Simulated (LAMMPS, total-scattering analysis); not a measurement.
**Cu82Si18: neutron weights and totals by hand**

A simulated model of Cu82Si18 at 1530 K, zero pressure, from classical molecular dynamics (LAMMPS) with the MEAM Al-Si-Mg-Cu-Fe potential (Jelinek et al., Phys. Rev. B 85, 245102 (2012)). The average runs over 8.0 ps of 300 atoms, so shells between rare elements are rough. It is a liquid; how it was made: 300 atoms placed at random at 6.73 g/cm^3, melted at 2280 K for 8 ps, cooled at 200 K/ps. Whether this temperature lies above the real melting point isn't tested here; fast cooling can keep a melt undercooled. Atom fractions Cu 0.8167, Si 0.1833; masses Cu 63.546, Si 28.085 u; density 6.3413 g/cm³; coherent lengths Cu 7.718, Si 4.15071 fm. Faber–Ziman partials at a few Q:

| Q (Å⁻¹) | S Cu–Cu | S Cu–Si | S Si–Si |
| --- | --- | --- | --- |
| 2.90 | 1.890 | 1.942 | 1.593 |
| 4.70 | 0.805 | 0.799 | 1.195 |
| 5.50 | 1.207 | 1.317 | 0.953 |

**Tasks.** (a) The number density. (b) The neutron weights. (c) The neutron S(Q) at the listed Q. (d) The Bhatia–Thornton terms S_NN and S_CC there.

(a) The mean mass is 0.8167×63.546 + 0.1833×28.085 = 57.046 u, so ρ₀ = 6.3413/(57.046 × 1.66054) = 0.06694 Å⁻³.

(b) ⟨b⟩ = 0.8167×7.718 + 0.1833×4.15071 = 7.064 fm. The weight of a pair is ci cj bi bj (2 − δij)/⟨b⟩²: Cu–Cu 0.796, Cu–Si 0.192, Si–Si 0.012; they sum to 1.000.

(c) S = 1 + Σ w (Sij − 1). At 2.90 Å⁻¹: 1 + 0.709 + 0.181 + 0.007 = 1.897; Cu–Cu pushes up most. At 4.70 Å⁻¹: 1 − 0.155 − 0.039 + 0.002 = 0.808; Cu–Cu pulls down most. At 5.50 Å⁻¹: 1 + 0.165 + 0.061 − 0.001 = 1.225; Cu–Cu pushes up most.

(d) S_NN = c₁²S₁₁ + c₂²S₂₂ + 2c₁c₂S₁₂ and S_CC = c₁c₂[1 + c₁c₂(S₁₁ + S₂₂ − 2S₁₂)], with 1 = Cu: 2.90 Å⁻¹: S_NN = 1.90, S_CC/(c₁c₂) = 0.94; 4.70 Å⁻¹: S_NN = 0.82, S_CC/(c₁c₂) = 1.06; 5.50 Å⁻¹: S_NN = 1.23, S_CC/(c₁c₂) = 0.93. A random mixture has S_CC/(c₁c₂) = 1; a value well above it means concentration waves of period 2π/Q: alternation near the main peak or below it, clustering toward Q = 0.
